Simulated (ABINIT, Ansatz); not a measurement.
# AlBiSe3 (Pm-3m): zone-centre phonons

Aim: the zone-centre modes of AlBiSe3 (Pm-3m).

Main program and level: ABINIT 10.8.3; DFT LDA, scalar-relativistic, plane waves, HGH norm-conserving pseudopotentials.

The structure was built from a prototype and need not be the compound's stable phase.

### Step 1. Starting point

It takes space group Pm-3m (No. 221, cubic). The conventional cell has a = 4.811 Å, b = 4.811 Å, c = 4.811 Å, α = 90.00°, β = 90.00°, γ = 90.00°. Nearest to Bi lie 12 Se at 3.40 Å. Nearest to Al lie 6 Se at 2.41 Å. Nearest to Se lie 2 Al at 2.41 Å and 4 Bi at 3.40 Å. Farther neighbours and most contacts between anions are not listed.

### Step 2. Relaxation

The harmonic expansion needs vanishing forces, and a free crystal bears no stress, so cell and atoms are brought to rest. Stress is more sensitive to the basis than forces are: the last 3 Ha under the cutoff are smoothed with ecutsm, and the cutoff is raised above that of the later runs.

The starting cell comes from a relaxation made beforehand in Ansatz (LDA, PseudoDojo NC).

Contents of relax.abi:

```
# relaxation
ionmov 2
optcell 2
dilatmx 1.08
ntime 40
tolmxf 1.0d-05
tolvrs 1.0d-14
prtwf 0
prtden 0
chksymtnons 0

# basis, mesh and filling
ecut 26.0
ecutsm 3.0
ixc 7
ngkpt 6 6 6
nshiftk 1
shiftk 0.0 0.0 0.0
istwfk *1
occopt 3
tsmear 0.01
nband 20
nstep 100
diemac 1000000.0
prtebands 0
prtgsr 0

# cell and atoms
acell 3*1.0 Angstrom
rprim 
    4.811325827 0.0 0.0
    0.0 4.811325827 0.0
    0.0 0.0 4.811325827
ntypat 3
znucl 83 13 34
natom 5
typat 1 2 3 3 3
xred 
    0.0 0.0 0.0
    0.5 0.5 0.5
    0.5 0.5 0.0
    0.5 0.0 0.5
    0.0 0.5 0.5
pp_dirpath "./pseudo"
pseudos "Bi.hgh, Al.hgh, Se.hgh"
```

On the command line:

```
$ OMP_NUM_THREADS=1 mpirun -n 4 abinit relax.abi > relax.log
```

Numbers of over 12 decimals in the logs are rounded to 6 here.

relax.abo, the main output file:

```text
[banners, grids, parts of the stress and lines that vanish by symmetry left out]
- input  file    -> relax.abi
- output file    -> relax.abo
- root for input  files -> relaxi
[...]
Symmetries : space group Pm -3 m (#221); Bravais cP (primitive cubic)
[...]
mpw =        6031          nfft =      110592          nkpt =          20
[...]
== DATASET  1 ==================================================================
[...]
cutoff_energies: {ecut:  26.0, pawecutdg:  -1.0, }
[...]
Exchange-correlation functional for the present dataset will be:
  LDA: Perdew-Wang 92 LSD fit to Ceperley-Alder data - ixc=7
[...]
ETOT  1  -36.041851948375    -3.604E+01 1.948E-02 1.637E+03
 ETOT  2  -36.219298208304    -1.774E-01 2.290E-03 1.930E+02
 ETOT  3  -36.250699127717    -3.140E-02 1.030E-03 2.290E+01
 ETOT  4  -36.253772120205    -3.073E-03 1.456E-03 6.022E-01
 ETOT  5  -36.253855349246    -8.323E-05 7.471E-04 7.888E-03
[...]
At SCF step   11       vres2   =  5.68E-15 < tolvrs=  1.00E-14 =>converged.
[...]
sigma(1 1)= -2.07937437E-05  sigma(3 2)=  0.00000000E+00
  sigma(2 2)= -2.07937437E-05  sigma(3 1)=  0.00000000E+00
  sigma(3 3)= -2.07937437E-05  sigma(2 1)=  0.00000000E+00
[...]
convergence: {deltae:  1.990E-13, res2:  5.678E-15, residm:  2.952E-05, diffor: null, }
etotal    :  -3.62538563E+01
[...]
ETOT  1  -36.253845641191    -3.625E+01 2.583E-05 2.921E-01
[...]
At SCF step    9       vres2   =  6.57E-16 < tolvrs=  1.00E-14 =>converged.
[...]
sigma(1 1)= -1.62048579E-05  sigma(3 2)=  0.00000000E+00
  sigma(2 2)= -1.62048579E-05  sigma(3 1)=  0.00000000E+00
  sigma(3 3)= -1.62048579E-05  sigma(2 1)=  0.00000000E+00
[...]
convergence: {deltae: -3.553E-14, res2:  6.571E-16, residm:  1.395E-05, diffor: null, }
etotal    :  -3.62538824E+01
[...]
ETOT  1  -36.253446311759    -3.625E+01 1.664E-05 3.774E+00
[...]
At SCF step    9       vres2   =  1.00E-14 < tolvrs=  1.00E-14 =>converged.
[...]
sigma(1 1)= -2.05193261E-07  sigma(3 2)=  0.00000000E+00
  sigma(2 2)= -2.05193261E-07  sigma(3 1)=  0.00000000E+00
  sigma(3 3)= -2.05193261E-07  sigma(2 1)=  0.00000000E+00
[...]
convergence: {deltae:  6.821E-13, res2:  9.999E-15, residm:  1.489E-06, diffor: null, }
etotal    :  -3.62539234E+01
[...]
ETOT  1  -36.253923282054    -3.625E+01 1.119E-06 6.216E-04
[...]
ETOT  6  -36.253923360666     3.553E-14 4.607E-07 2.487E-13
 ETOT  7  -36.253923360667    -1.513E-12 1.091E-06 6.980E-15
 At SCF step    7       vres2   =  6.98E-15 < tolvrs=  1.00E-14 =>converged.
[...]
sigma(1 1)= -2.00442699E-09  sigma(3 2)=  0.00000000E+00
  sigma(2 2)= -2.00442699E-09  sigma(3 1)=  0.00000000E+00
  sigma(3 3)= -2.00442699E-09  sigma(2 1)=  0.00000000E+00
[...]
convergence: {deltae: -1.513E-12, res2:  6.980E-15, residm:  1.091E-06, diffor: null, }
etotal    :  -3.62539234E+01
[...]
At Broyd/MD step   4, gradients are converged :
[...]
sigma(1 1)= -2.00442699E-09  sigma(3 2)=  0.00000000E+00
  sigma(2 2)= -2.00442699E-09  sigma(3 1)=  0.00000000E+00
  sigma(3 3)= -2.00442699E-09  sigma(2 1)=  0.00000000E+00
[...]
- sigma(1 1)= -5.89722782E-05  sigma(3 2)=  0.00000000E+00
- sigma(2 2)= -5.89722781E-05  sigma(3 1)=  0.00000000E+00
- sigma(3 3)= -5.89722782E-05  sigma(2 1)=  0.00000000E+00
[...]
fcart     -0.0000000000E+00 -0.0000000000E+00 -0.0000000000E+00
           strten     -2.0044269937E-09 -2.0044269920E-09 -2.0044269933E-09
================================================================================

[key lines of the parts left out:]
pressure_GPa:   5.8972E-05
Total energy (etotal) [Ha]= -3.62539233606672E+01
```

It took 89 s on 4 MPI ranks of Intel Xeon 6975P-C (Granite Rapids), shared host; 5.9 min of CPU time.

Relaxation path:

| step | energy less that of the first step (eV) | largest force (eV/Å) | volume (Å³) |
| --- | --- | --- | --- |
| 1 | 0.0000 | 0.0000 | 111.38 |
| 2 | -0.0007 | 0.0000 | 111.59 |
| 3 | -0.0018 | 0.0000 | 112.33 |
| 4 | -0.0018 | 0.0000 | 112.34 |

| conventional cell, symmetrised | before | after | change |
| --- | --- | --- | --- |
| a (Å) | 4.811 | 4.825 | +0.3 % |
| b (Å) | 4.811 | 4.825 | +0.3 % |
| c (Å) | 4.811 | 4.825 | +0.3 % |
| volume (Å³/atom) | 22.28 | 22.47 | +0.9 % |

Numbers from this step:

| Quantity | Value |
| --- | --- |
| volume per atom | 22.47 Å³ |
| pressure | 5.90e-5 GPa |
| gap on the k-mesh | 0 eV |

The volume changes by +0.9 % from the cell with which this run began.

### Step 3. Self-consistent run for the response

First-order wavefunctions inherit every error of the ground state, hence the very tight tolvrs. Occupations are smeared.

Contents of gs.abi:

```
# ground state
tolvrs 1.0d-16
prtden 1
prtwf 1

# basis, mesh and filling
ecut 20.0
ixc 7
ngkpt 6 6 6
nshiftk 1
shiftk 0.0 0.0 0.0
istwfk *1
occopt 3
tsmear 0.01
nband 20
nstep 100
diemac 1000000.0
prtebands 0
prtgsr 0

# cell and atoms
acell 3*1.0 Angstrom
rprim 
    4.825154544 0.0 0.0
    0.0 4.825154544 0.0
    0.0 0.0 4.825154544
ntypat 3
znucl 83 13 34
natom 5
typat 1 2 3 3 3
xred 
    0.0 0.0 0.0
    0.5 0.5 0.5
    0.5 0.5 0.0
    0.5 0.0 0.5
    0.0 0.5 0.5
pp_dirpath "./pseudo"
pseudos "Bi.hgh, Al.hgh, Se.hgh"
```

On the command line:

```
$ OMP_NUM_THREADS=1 mpirun -n 4 abinit gs.abi > gs.log
```

gs.abo, the main output file:

```text
[banners, grids, parts of the stress and lines that vanish by symmetry left out]
- input  file    -> gs.abi
- output file    -> gs.abo
- root for input  files -> gsi
[...]
Symmetries : space group Pm -3 m (#221); Bravais cP (primitive cubic)
[...]
mpw =        3253          nfft =       64000          nkpt =          20
[...]
== DATASET  1 ==================================================================
[...]
cutoff_energies: {ecut:  20.0, pawecutdg:  -1.0, }
[...]
Exchange-correlation functional for the present dataset will be:
  LDA: Perdew-Wang 92 LSD fit to Ceperley-Alder data - ixc=7
[...]
ETOT  1  -36.036442173461    -3.604E+01 2.335E-02 9.389E+02
 ETOT  2  -36.212445967730    -1.760E-01 5.044E-03 1.133E+02
 ETOT  3  -36.244317165486    -3.187E-02 9.434E-04 1.372E+01
 ETOT  4  -36.247523250028    -3.206E-03 6.233E-04 3.597E-01
 ETOT  5  -36.247609616640    -8.637E-05 5.163E-04 4.599E-03
[...]
ETOT 11  -36.247610600436    -6.324E-13 6.356E-05 1.750E-15
 ETOT 12  -36.247610600437    -2.487E-13 1.794E-05 2.017E-17
 At SCF step   12       vres2   =  2.02E-17 < tolvrs=  1.00E-16 =>converged.
[...]
sigma(1 1)=  3.78160255E-05  sigma(3 2)=  0.00000000E+00
  sigma(2 2)=  3.78160255E-05  sigma(3 1)=  0.00000000E+00
  sigma(3 3)=  3.78160255E-05  sigma(2 1)=  0.00000000E+00
[...]
convergence: {deltae: -2.487E-13, res2:  2.017E-17, residm:  1.794E-05, diffor: null, }
etotal    :  -3.62476106E+01
[...]
sigma(1 1)=  3.78160255E-05  sigma(3 2)=  0.00000000E+00
  sigma(2 2)=  3.78160255E-05  sigma(3 1)=  0.00000000E+00
  sigma(3 3)=  3.78160255E-05  sigma(2 1)=  0.00000000E+00
[...]
- sigma(1 1)=  1.11258588E+00  sigma(3 2)=  0.00000000E+00
- sigma(2 2)=  1.11258588E+00  sigma(3 1)=  0.00000000E+00
- sigma(3 3)=  1.11258588E+00  sigma(2 1)=  0.00000000E+00
[...]
fcart     -0.0000000000E+00 -0.0000000000E+00 -0.0000000000E+00
           strten      3.7816025528E-05  3.7816025528E-05  3.7816025528E-05
================================================================================

[key lines of the parts left out:]
pressure_GPa:  -1.1126E+00
```

Run time: 14 s. Hardware: 4 MPI ranks; 56 s of CPU time.

Read from the output:

| Item | Value |
| --- | --- |
| pressure | -1.113 GPa |

The cell stands at -1.1 GPa: the relaxation ran with a smoothed and higher cutoff, and the difference is a stress of the finite basis.

(Continued in part 2 of 4.)

[Host names and launcher messages were left out of these logs when they were recorded.]

[Logs are printed without paths, hosts, clocks, repeated set-up lines and the standing remarks that a program may print on its own settings, such as how far it seeks lower states.]

[Hosts, paths, dates, database ids (printed as entryN), source tags and the programs' standing remarks are cut or masked in the printed files.]
